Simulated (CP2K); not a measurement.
Two runs for the O K edge of hydroxyketene. Run A: CP2K XAS_TDP, all-electron GAPW, PBEh(45%), aug-cc-pVTZ, TDA, no relativity. Run B differs in one setting.

First lines with a strength over 0.0015. A:

```csv
atom,energy (eV),states,"strength, one atom"
O1 (bonded to C),527.40,1,0.0446
,531.90,1,0.0263
,532.58,1,0.0023
,534.68,1,0.0098
,535.02,1,0.0027
O4 (bonded to C and H),529.11,1,0.0187
,530.65,1,0.0253
,532.35,1,0.0065
,532.70,1,0.0016
,532.95,1,0.0035
```

B:

```csv
atom,energy (eV),states,"strength, one atom"
O1 (bonded to C),530.60,1,0.0443
,535.10,1,0.0262
,535.77,1,0.0023
,537.88,1,0.0098
,538.21,1,0.0027
O4 (bonded to C and H),532.85,1,0.0186
,534.38,1,0.0251
,536.09,1,0.0064
,536.44,1,0.0016
,536.68,1,0.0035
```

Question: Which was it: GW2X switched on, the functional, the basis, scalar relativity switched on?

GW2X switched on. GW2X shifts an atom's lines together and keeps their spacings. Against PBEh(45%) in aug-cc-pVTZ, the leading lines move by +3.20 eV (O1, to 530.60) and +3.74 eV (O4, to 532.85).

[Banner, clock and machine lines of the logs are left out without a mark of their own.]

[Logs are printed without paths, hosts, clocks, repeated set-up lines and the standing remarks that a program may print on its own settings, such as how far it seeks lower states.]

[Hosts, paths, dates, database ids (printed as entryN), source tags and the programs' standing remarks are cut or masked in the printed files.]
